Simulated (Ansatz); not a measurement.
# 1T-FeBrI bilayer (like faces together) in a perpendicular field

Aim: how the 1T-FeBrI bilayer (like faces together) screens a field along its normal, and what the field does to its bands. A positive field points along +c.

Method: plane-wave DFT, PBE-D3(BJ), Ansatz PAW, in Ansatz 0.2.0.

**1. The structure**

The cell holds 6 atoms: 2 I, 2 Fe and 2 Br. Its edges and angles: a = 3.576 Å, b = 3.576 Å, c = 49.594 Å, α = 90.0°, β = 90.0°, γ = 120.0°. Regions: layer 1: 1T-FeBrI, 3 atoms (1 I, 1 Fe and 1 Br); layer 2: 1T-FeBrI, 3 atoms (1 I, 1 Fe and 1 Br). Vacuum lies along c.

**2. Relaxing the slab**

The starting cell is a guess, so the in-plane lattice and the atoms are relaxed first, with the slab cut off from its images along the normal.

Input file input.yaml:

```yaml
crystal:
  lattice:
    - [3.575914, 0.0, 0.0]
    - [-1.787957, 3.0968323657, 0.0]
    - [0.0, 0.0, 49.5935815373]
  atoms:
    - { symbol: I, position: [0.6666666667, 0.3333333333, 0.4063025774] }
    - { symbol: Fe, position: [0.0, 0.0, 0.4402505192], spin: 4.0 }
    - { symbol: Br, position: [0.3333333333, 0.6666666667, 0.4677377606] }
    - { symbol: I, position: [0.0, 0.0, 0.5936974226] }
    - { symbol: Fe, position: [0.3333333333, 0.6666666667, 0.5597494808], spin: 4.0 }
    - { symbol: Br, position: [0.6666666667, 0.3333333333, 0.5322622394] }
  periodic: [true, true, false]
magnetization:
  spin_polarized: true
kpoints:
  mp_grid: { grid: [12, 12, 1] }
hamiltonian:
  xc: pbe
  dispersion: d3bj
scf:
  occupations: { method: fermi_dirac, width: 0.05 }
  convergence: { dr2_threshold: 1.0e-09 }
relax:
  f_tol: 0.004
  max_steps: 90
  cell: {}
output:
  write_potential: true
  write_density: true
  volumetric_format: npy
```

Launch:

```console
> ansatz run input.yaml --threads 4 --pin off --max-ram 12288MiB --backend cpu --events-out ev --progress --plain --runs-dir out
```

Numbers of over 12 decimals in the logs are rounded to 6 here.

The log of the run:

```text
Warning: relax.cell: scf.convergence.dr2_threshold = 1e-9 eV is looser than the 1.61185340466e-10 eV advised for a relaxation that steers and ends on the stress (1e-10 eV for each atom of the cell: 6, times the square of relax.cell.stress_2d_tol = 0.05 N/m over 19.3 Å (the atoms' height at the walk's start and 5 Å past either face), 2.592e-2 GPa, over a crystal's default 0.05). What an SCF threshold leaves in a stress goes as its square root, and in the free energy as the threshold itself, and one threshold admits the most on a small cell: [figures from the program's tests cut] Set scf.convergence.dr2_threshold to 1.61185340466e-10 eV or tighter. [rest of the remark cut]
Engine: ansatz 0.2.0, x86_64-unknown-linux-gnu
Pseudopotentials: kind: paw
Pseudopotential: I, paw, valence charge 17, recommended cutoff 420 eV (normal), I.paw.azcp
Pseudopotential: Fe, paw, valence charge 16, recommended cutoff 420 eV (normal), Fe.paw.azcp
Pseudopotential: Br, paw, valence charge 7, recommended cutoff 420 eV (normal), Br.paw.azcp
Functional definition: PBE
  parameter kappa = 0.804
  parameter beta = 0.066725
  exchange = pbe_x(kappa = kappa, mu = beta*pi^2/3)
  correlation = pbe_c(beta = beta)
Crystal: 6 atoms, lattice volume = 549.200 Å³
Basis set: ecut = 420 eV, 10575 PW (Γ), exchange–correlation on 48×48×720 points (8 copies of the dense FFT grid, shifted against one another)
Bands: 53, of which v1, the nominal top of the filled ones, is band 40 counted from 1 (39 counted from 0)
Symmetry: 6 space group operations
Space group: P3m1 (ITA 156), of the structure as read, at distance tolerance 8.2e-5 Å
Magnetic group: BNS 156.49 (UNI 1279), of the structure as read, at distance tolerance 8.2e-5 Å
k-points: 19 of 144 (time reversal used)
Non-local potential: I, projectors of the file, l = 0: 2, l = 1: 2, l = 2: 2, l = 3: 2
Non-local potential: Fe, projectors of the file, l = 0: 3, l = 1: 2, l = 2: 3, l = 3: 1
Non-local potential: Br, projectors of the file, l = 0: 2, l = 1: 2, l = 2: 2
PAW form: soft (Blöchl's): semilocal exchange-correlation on the pseudo side does not see the compensation charge
PAW one-centre angular grid: I, 590 points (default); XC on 64 Gauss nodes
PAW one-centre angular grid: Fe, 590 points (default); XC on 64 Gauss nodes
PAW one-centre angular grid: Br, 110 points (default); XC on 64 Gauss nodes
Initial density: superposition of atomic densities (neutral atoms: chi_scale 0, normalization atom)
Starting moments: Σ|m| = 8 μB on 2 of 6 sites
Initial wavefunctions: pseudopotential atomic-orbital guess
Functional: x = pbe(κ = 0.804, μ = 0.219515), c = pbe(β = 0.066725)
iter 1 solved again at ethr=8.67e-4 eV; its pass at ethr=3.10e-3 eV (dr2=6.93e-1 eV) is discarded
SCF iter   1: F=—  HF=-29553.840508 eV  |F-HF|=—  |Δ(HF+E_count)|=         —  Δρ=7.64e-3 (↑5.69e-3 ↓7.64e-3)  dr2=7.00e-1  dr2_m=9.59e-2  M=7.997 μB ∫|m|=8.023 μB  β_m=0.30  ethr=8.67e-4  ⟨swp⟩=3.3  Hψ=18236  notcnv=0  defer=5
Mixer restart at iter 1: flushing history
preconditioner: auto → LDOS  [metal: Δε(μ)=0.026 eV  Ē_g=9.978 eV  σ=0.050 eV  W_gap=0.13  n_scr=30 (ndim 8)  ℏωp=10.5 eV  f_vac=0.730  D(μ)=3.26/eV (n_scr^D=16)]
spin=Collinear: LDOS preconditioning applied to the charge; magnetization (m = ρ↑ − ρ↓) channel mixes plain (no charge-response kernel on spin).
SCF iter   2: F=—  HF=-29554.496087 eV  |F-HF|=—  |Δ(HF+E_count)|=   6.56e-1  Δρ=5.00e-3 (↑4.33e-3 ↓5.00e-3)  dr2=1.45e-1  dr2_m=5.92e-2  M=7.996 μB ∫|m|=8.028 μB  β_m=0.40  ethr=8.67e-4  ⟨swp⟩=5.1  Hψ=5432  notcnv=0  defer=98
SCF iter   3: F=—  HF=-29555.044531 eV  |F-HF|=—  |Δ(HF+E_count)|=         —  Δρ=5.69e-3 (↑5.69e-3 ↓4.66e-3)  dr2=3.61e-2  dr2_m=1.17e-1  M=7.798 μB ∫|m|=7.840 μB  β_m=0.40  ethr=1.82e-4  ⟨swp⟩=4.5  Hψ=4845  notcnv=0  defer=173
SCF iter   4: F=—  HF=-29555.229443 eV  |F-HF|=—  |Δ(HF+E_count)|=   1.85e-1  Δρ=4.16e-3 (↑4.16e-3 ↓2.93e-3)  dr2=1.92e-2  dr2_m=5.57e-2  M=7.786 μB ∫|m|=7.835 μB  β_m=0.70  ethr=4.51e-5  ⟨swp⟩=3.1  Hψ=3597  notcnv=0  defer=183
SCF iter   5: F=—  HF=-29555.343986 eV  |F-HF|=—  |Δ(HF+E_count)|=   1.15e-1  Δρ=9.43e-4 (↑9.43e-4 ↓8.15e-4)  dr2=3.36e-3  dr2_m=3.00e-3  M=7.739 μB ∫|m|=7.802 μB  β_m=0.70  ethr=2.40e-5  ⟨swp⟩=3.3  Hψ=4194  notcnv=0  defer=186
SCF iter   6: F=—  HF=-29555.344426 eV  |F-HF|=—  |Δ(HF+E_count)|=   4.40e-4  Δρ=5.06e-4 (↑1.98e-4 ↓5.06e-4)  dr2=1.02e-3  dr2_m=2.77e-4  M=7.729 μB ∫|m|=7.795 μB  β_m=0.75  ethr=4.20e-6  ⟨swp⟩=2.6  Hψ=4160  notcnv=0  defer=186
SCF iter   7: F=—  HF=-29555.344796 eV  |F-HF|=—  |Δ(HF+E_count)|=   3.70e-4  Δρ=3.09e-4 (↑7.64e-5 ↓3.09e-4)  dr2=3.92e-4  dr2_m=1.39e-4  M=7.731 μB ∫|m|=7.797 μB  β_m=0.87  ethr=1.27e-6  ⟨swp⟩=3.1  Hψ=4199  notcnv=0  defer=186
SCF iter   8: F=—  HF=-29555.345191 eV  |F-HF|=—  |Δ(HF+E_count)|=   3.94e-4  Δρ=1.54e-4 (↑6.51e-5 ↓1.54e-4)  dr2=7.45e-5  dr2_m=3.71e-5  M=7.732 μB ∫|m|=7.798 μB  β_m=0.94  ethr=4.90e-7  ⟨swp⟩=2.8  Hψ=4019  notcnv=0  defer=186
SCF iter   9: F=—  HF=-29555.345315 eV  |F-HF|=—  |Δ(HF+E_count)|=   1.25e-4  Δρ=7.16e-5 (↑6.86e-5 ↓7.16e-5)  dr2=1.15e-4  dr2_m=2.84e-6  M=7.732 μB ∫|m|=7.798 μB  β_m=0.79  ethr=9.32e-8  ⟨swp⟩=3.0  Hψ=4510  notcnv=0  defer=186
SCF iter  10: F=—  HF=-29555.345300 eV  |F-HF|=—  |Δ(HF+E_count)|=   1.58e-5  Δρ=2.23e-5 (↑1.46e-5 ↓2.23e-5)  dr2=8.30e-6  dr2_m=5.27e-7  M=7.731 μB ∫|m|=7.797 μB  β_m=0.78  ethr=9.32e-8  ⟨swp⟩=2.7  Hψ=3771  notcnv=0  defer=186
SCF iter  11: F=—  HF=-29563.761198 eV  |F-HF|=—  |Δ(HF+E_count)|=         —  Δρ=1.09e-1 (↑1.09e-1 ↓1.04e-1)  dr2=1.07e-1  dr2_m=5.69e1  M=0.450 μB ∫|m|=7.285 μB  β_m=1.00  ethr=1.04e-8  ⟨swp⟩=2.9  Hψ=3922  notcnv=0  defer=186
Mixer restart at iter 11: flushing history
SCF iter  12: F=—  HF=-29555.471223 eV  |F-HF|=—  |Δ(HF+E_count)|=    8.29e0  Δρ=1.49e-2 (↑6.46e-3 ↓1.49e-2)  dr2=2.66e-1  dr2_m=5.56e-1  M=0.160 μB ∫|m|=7.588 μB  β_m=0.78  ethr=6.25e-5  ⟨swp⟩=5.9  Hψ=5937  notcnv=0  defer=182
SCF iter  13: F=—  HF=-29555.399543 eV  |F-HF|=—  |Δ(HF+E_count)|=   7.17e-2  Δρ=7.48e-3 (↑7.48e-3 ↓2.08e-3)  dr2=2.21e-1  dr2_m=1.01e-1  M=-0.020 μB ∫|m|=7.724 μB  β_m=0.89  ethr=6.25e-5  ⟨swp⟩=4.7  Hψ=5645  notcnv=0  defer=196
SCF iter  14: F=—  HF=-29555.414251 eV  |F-HF|=—  |Δ(HF+E_count)|=   1.47e-2  Δρ=4.11e-3 (↑2.05e-3 ↓4.11e-3)  dr2=1.74e-1  dr2_m=6.54e-3  M=0.047 μB ∫|m|=7.721 μB  β_m=0.79  ethr=6.25e-5  ⟨swp⟩=4.4  Hψ=5457  notcnv=0  defer=197
SCF iter  15: F=—  HF=-29555.357219 eV  |F-HF|=—  |Δ(HF+E_count)|=   5.70e-2  Δρ=4.19e-4 (↑4.19e-4 ↓3.85e-4)  dr2=7.34e-3  dr2_m=1.77e-4  M=0.006 μB ∫|m|=7.748 μB  β_m=0.63  ethr=6.25e-5  ⟨swp⟩=4.2  Hψ=5080  notcnv=0  defer=201
[...]
iter 7 met the thresholds in force, and the SCF goes on: an eigenvalue changes by 3.49 meV, over its tolerance of 0.05 meV (output.eigenvalues, Limitations)
SCF iter   7: F=-29556.290129 eV  HF=-29556.290129 eV  |F-HF|=3.09e-9  |Δ(HF+E_count)|=   1.36e-8  Δρ=4.44e-8 (↑4.44e-8 ↓4.30e-8)  dr2=1.10e-10  dr2_m=5.88e-12  M=0.002 μB ∫|m|=8.022 μB  β_m=1.00  ethr=1.00e-12  ⟨swp⟩=8.5  Hψ=10090  notcnv=0
Mixer restart at iter 7: flushing history
iter 8 met the thresholds in force, and the SCF goes on: an eigenvalue changes by 0.19 meV, over its tolerance of 0.06 meV (output.eigenvalues, Limitations)
SCF iter   8: F=-29556.290129 eV  HF=-29556.290129 eV  |F-HF|=2.76e-10  |Δ(HF+E_count)|=   2.63e-9  Δρ=1.03e-7 (↑1.03e-7 ↓9.14e-8)  dr2=5.28e-10  dr2_m=2.48e-11  M=0.002 μB ∫|m|=8.022 μB  β_m=1.00  ethr=1.00e-12  ⟨swp⟩=8.4  Hψ=9847  notcnv=0  κ⁻¹=1.0e0(r=1)
iter 9 met the thresholds in force, and the SCF goes on: an eigenvalue changes by 0.10 meV, over its tolerance of 0.06 meV (output.eigenvalues, Limitations)
SCF iter   9: F=-29556.290129 eV  HF=-29556.290129 eV  |F-HF|=3.64e-12  |Δ(HF+E_count)|=  2.07e-10  Δρ=5.07e-8 (↑5.07e-8 ↓4.68e-8)  dr2=1.66e-10  dr2_m=6.43e-12  M=0.002 μB ∫|m|=8.022 μB  β_m=1.00  ethr=1.00e-12  ⟨swp⟩=5.7  Hψ=8847  notcnv=0  κ⁻¹=1.2e-1(r=2)
SCF iter  10: F=-29556.290129 eV  HF=-29556.290129 eV  |F-HF|=1.67e-10  |Δ(HF+E_count)|=  8.73e-11  Δρ=1.05e-7 (↑1.01e-7 ↓1.05e-7)  dr2=7.04e-10  dr2_m=3.09e-11  M=0.002 μB ∫|m|=8.022 μB  ethr=1.00e-12  ⟨swp⟩=4.9  Hψ=7607  notcnv=0
the starting moments were not kept: 1 of 2 ended reversed and 1 kept their direction, counting a site from 0.1 μB. The largest reversed, site 4 (counted from 0, in the order of the report's site_moments_mub), started with +4.0 μB and closes at -3.4e0 μB in its sphere. The net magnetisation is 1.5e-3 μB in size, at most 0.1 of the 8 μB that the starting moments add up to as vectors.
WARN: dispersion: an atom stands within reach of a switch of its C6 between two reference coordination numbers of its element: through that C6 alone, e_disp changes by 0.025 eV or more while the distances to its neighbours run over a stretch of 0.05 Å that contains this geometry (sites counted from 0 in the run's list of atoms or, in a supercell that it derives, in that cell's: here a list of 6) — site 1 (Fe): coordination number 5.299 (about 5.06 to 5.54 with every neighbour 0.05 Å farther or nearer), switch near 5.393 between the references 1.648 (weight 1.00) and 9.138 (weight 0.00), e_disp changing by some 0.14 eV; [rest of the remark cut]
SCF 11 converged in 10 iterations: F = -29556.290129 eV  dr2 = 7.04e-10
relax step  11: F+E_penalty+E_count = -29556.29012865 eV  Δ(F+E_penalty+E_count) = -6.720e-5 eV  max|allowed force component| = 2.469e-3 eV/Å  Δτ_max = 0.0000 Å  P = +0.003 N/m  Ω = 630.121 Å³  fix = [c, alpha, beta]  reactions: c +0.000 N/m  stress off target by 3.37e-3 N/m on what of the cell is left free  SCF on the basis re-selected at this cell (its energy is not comparable with the rows above)  (10 SCF iters)
basis re-selected at this cell: Δ(F+E_penalty+E_count) = -6.720e-5 eV, ΔP = -0.001 N/m vs the last step (what re-selecting the basis moved, of the pressure what is left beyond the Pulay correction that the steps carried, after the strain that the cell walked since its last selection, with what the two solves' SCF thresholds leave and, on support functions, any second-order correction that the steps lacked; it is no m [...]
WARN: The output density's exchange-correlation potential varies sharply where the density is thin. Do not read a vacuum level from v_tot or v_xc, or from such a field of the output density. On a cell that repeats whose density bears no net charge and no dipole along the vacuum's axis use v_es (v_loc + v_h of the components); under efield.dipole_correction with no amplitude use v_es + v_field, which holds any externa [...]
dispersion: the relaxed geometry stands within reach of a switch of an atom's C6, across which e_disp changes (each atom's share, over what another start of this relaxation can change, by strains that relax.cell.fix and crystal.periodic leave, which move a neighbour at the mean distance by 0.05 Å at the most, and each atom moved with its periodic images by 0.025 Å at the most, and none along a coordinate that relax.c [...]
SCF converged after 10 iterations
an eigenvalue changed by more than its tolerance at an iteration that met the thresholds in force, so the SCF went on 4 times, its first undamped step at iteration 7: the last check found none over its tolerance
Magnetization: 0.0016 μB (40.0008 up, 39.9992 down)
Absolute magnetization: 8.0217 μB (∫|ρ↑−ρ↓|, with the PAW one-centre terms)
Spin contamination: 3.9005 ħ² per cell (⟨S²⟩ above its minimum at these occupations)
Per-site moments (μB) at R_I (Å): [(0.179258, 1.147652), (3.422450, 1.086138), (0.142203, 1.086138), (-0.178974, 1.147432), (-3.422035, 1.086463), (-0.141207, 1.086463)]
Free energy (F): -29556.290129 eV
Harris-Foulkes:  -29556.290129 eV  (|F-HF|=1.67e-10)
Internal energy: -29556.246345 eV  (E = F + TS)
E sigma→0 (E₀):  -29556.268237 eV
Entropy (-TS):   -0.043784 eV (-7.297 meV/atom)
Fermi energy:    -4.798549 eV
--- Per-component energies (eV) ---
  E_band       = -2505.570272
  E_kinetic    = 1326.884331
  E_local      = -384026.178537  (includes V_loc(G=0)·N_el)
  E_nonlocal   = 420.220324
  E_hartree    = 191000.434738
  E_xc         = -1012.358163
  E_vxc        = -756.559930  (∫ρ·V_xc dr)
  E_paw        = -16869.821351  (= ΣΔE_a)
  E_vpaw       = -1470.807286  (= ΣTr[D̂ρ^β])
  E_aug_tail   = 0.001726  (compensation charges beyond the density's cutoff)
  E_ewald      = 179606.295583
  E_disp       = -1.724996  (pairwise vdW)
  E_smearing   = -0.043784  (= −TS)
  E_closure    = -0.000000  (closes the sum)
  Σ components = -29556.290129   (vs F -29556.290129, Δ=0.00e0)
--- Forces (eV/Å), atoms counted from 1 ---
  atom   1  I      0.00000000    -0.00000000    -0.00075255
  atom   2  Fe    -0.00000000     0.00000000     0.00246938
  atom   3  Br     0.00000000     0.00000000    -0.00213984
  atom   4  I      0.00000000    -0.00000000     0.00073983
  atom   5  Fe    -0.00000000     0.00000000    -0.00236536
  atom   6  Br     0.00000000     0.00000000     0.00204898
  max |Σ_I F_I| component: 4.41e-7 eV/Å
--- 2D stress c σ (N/m, compression-positive) ---
        0.003366       0.000000       0.000000
        0.000000       0.003366      -0.000000
        0.000000      -0.000000       0.000000
  P = ½ c Tr σ = 0.0034 N/m
--- Band table (eV; the first three rows and the last of 38) ---
  k-point 0 ↑: bands = [... 36 lower, -5.9594, -5.1167, -5.1167, -5.0943, -5.0943, -4.5045, -3.2210, -3.2210, ... 9 higher]
  k-point 1 ↑: bands = [... 36 lower, -6.1035, -5.4418, -5.1727, -5.0491, -4.9882, -4.4260, -3.4042, -3.2630, ... 9 higher]
  k-point 2 ↑: bands = [... 36 lower, -6.3903, -6.0310, -5.2969, -5.0461, -4.8082, -4.3182, -3.6422, -3.3489, ... 9 higher]
  k-point 18 ↓: bands = [... 36 lower, -7.2915, -6.3283, -5.8517, -4.6606, -4.5868, -4.4395, -3.7343, -3.4125, ... 9 higher]
  the weakly bound empty levels are not read free of the cell's end (no_gap_told)
--- Relaxed structure (9 steps of the walk, 8 accepted, 2 SCFs on fresh bases) ---
  F+E_penalty+E_count = -29556.29012865 eV   max|allowed force component| = 2.469e-3 eV/Å   (the final SCF, on the basis selected at the relaxed cell)
  cell:  # Å, volume = 630.1214 Å³
    - [3.830311, 0.0, 0]
    - [-1.915156, 3.317147, 0]
    - [0, 0, 49.5935815373]
  atoms:
    - { symbol: I, position: [0.666667, 0.333333, 0.405464] }
    - { symbol: Fe, position: [0, 0, 0.439505] }
    - { symbol: Br, position: [0.333333, 0.666667, 0.468323] }
    - { symbol: I, position: [0, 0, 0.594534] }
    - { symbol: Fe, position: [0.333333, 0.666667, 0.560511] }
    - { symbol: Br, position: [0.666667, 0.333333, 0.531663] }
```

Wall time 5.9 min (4 threads of Intel Xeon Platinum 8488C (Sapphire Rapids), shared host); peak memory 1.8 GiB.

The steps of the relaxation:

| step | energy less that of the first step (eV) | largest force component (eV/Å) | volume (Å³) |
| --- | --- | --- | --- |
| 1 | 0.0000 | 1.2042 | 549.20 |
| 2 | -0.8070 | 0.5432 | 598.67 |
| 3 | -0.8821 | 0.2978 | 641.25 |
| 4 | -0.9242 | 0.0247 | 635.14 |
| 5 | -0.9271 | 0.0435 | 628.80 |
| 6 | -0.9196 | 0.2109 | 627.87 |
| 7 | -0.9272 | 0.0233 | 629.15 |
| 8 | -0.9273 | 0.0038 | 628.72 |
| 9* | -0.9343 | 0.0042 | 628.72 |
| 10 | -0.9344 | 0.0025 | 630.12 |
| 11* | -0.9345 | 0.0025 | 630.12 |

Relaxation steps marked * repeat the geometry before them on a plane-wave basis chosen anew for their cell, so energy and pressure can jump there. Relaxation step 6 was tried and not accepted.

Forces are held to the 6 operations that the run works with; a distortion that breaks them can't arise in this run.

| cell as run | before | after | change |
| --- | --- | --- | --- |
| a (Å) | 3.576 | 3.830 | +7.1 % |
| b (Å) | 3.576 | 3.830 | +7.1 % |

The atoms that moved most (Å, along periodic axes as changes of fractional coordinates times the final cell, across vacuum about the mean position):

| atom | dx | dy | dz | length |
| --- | --- | --- | --- | --- |
| I1 | 0.000 | 0.000 | -0.042 | 0.042 |
| I4 | 0.000 | 0.000 | 0.042 | 0.042 |
| Fe5 | 0.000 | 0.000 | 0.038 | 0.038 |
| Fe2 | 0.000 | 0.000 | -0.037 | 0.037 |
| Br6 | 0.000 | 0.000 | -0.030 | 0.030 |
| Br3 | 0.000 | 0.000 | 0.029 | 0.029 |

The relaxed structure:

```xyz
6
Lattice="3.8303 0.0000 0.0000 -1.9152 3.3171 0.0000 0.0000 0.0000 49.5936" Properties=species:S:1:pos:R:3
I     1.9152    1.1057   20.1084
Fe    0.0000    0.0000   21.7966
Br    0.0000    2.2114   23.2258
I     0.0000    0.0000   29.4851
Fe    0.0000    2.2114   27.7977
Br    1.9152    1.1057   26.3671
```

Numbers from this step:

* energy at zero smearing: -29556.2682 eV
* total moment: 0 μB
* site moments: 0.1793, 3.422, 0.1422, -0.1790, -3.422, -0.1412 μB

Site moment by atom:

| atom | site moment (μB) |
| --- | --- |
| I1 | 0.18 |
| Fe2 | 3.42 |
| Br3 | 0.14 |
| I4 | -0.18 |
| Fe5 | -3.42 |
| Br6 | -0.14 |

The lattice constant a goes from 3.576 to 3.830 Å.

[end of part 1 of 3]

[Logs are printed without paths, hosts, clocks, repeated set-up lines and the standing remarks that a program may print on its own settings, such as how far it seeks lower states.]

[Hosts, paths, dates, database ids (printed as entryN), source tags and the programs' standing remarks are cut or masked in the printed files.]

[Maps of the electrostatic potential energy from Ansatz leave out the sawtooth potential of an applied field or a dipole correction, so their vacuum need not be flat; planar profiles and work functions include it.]
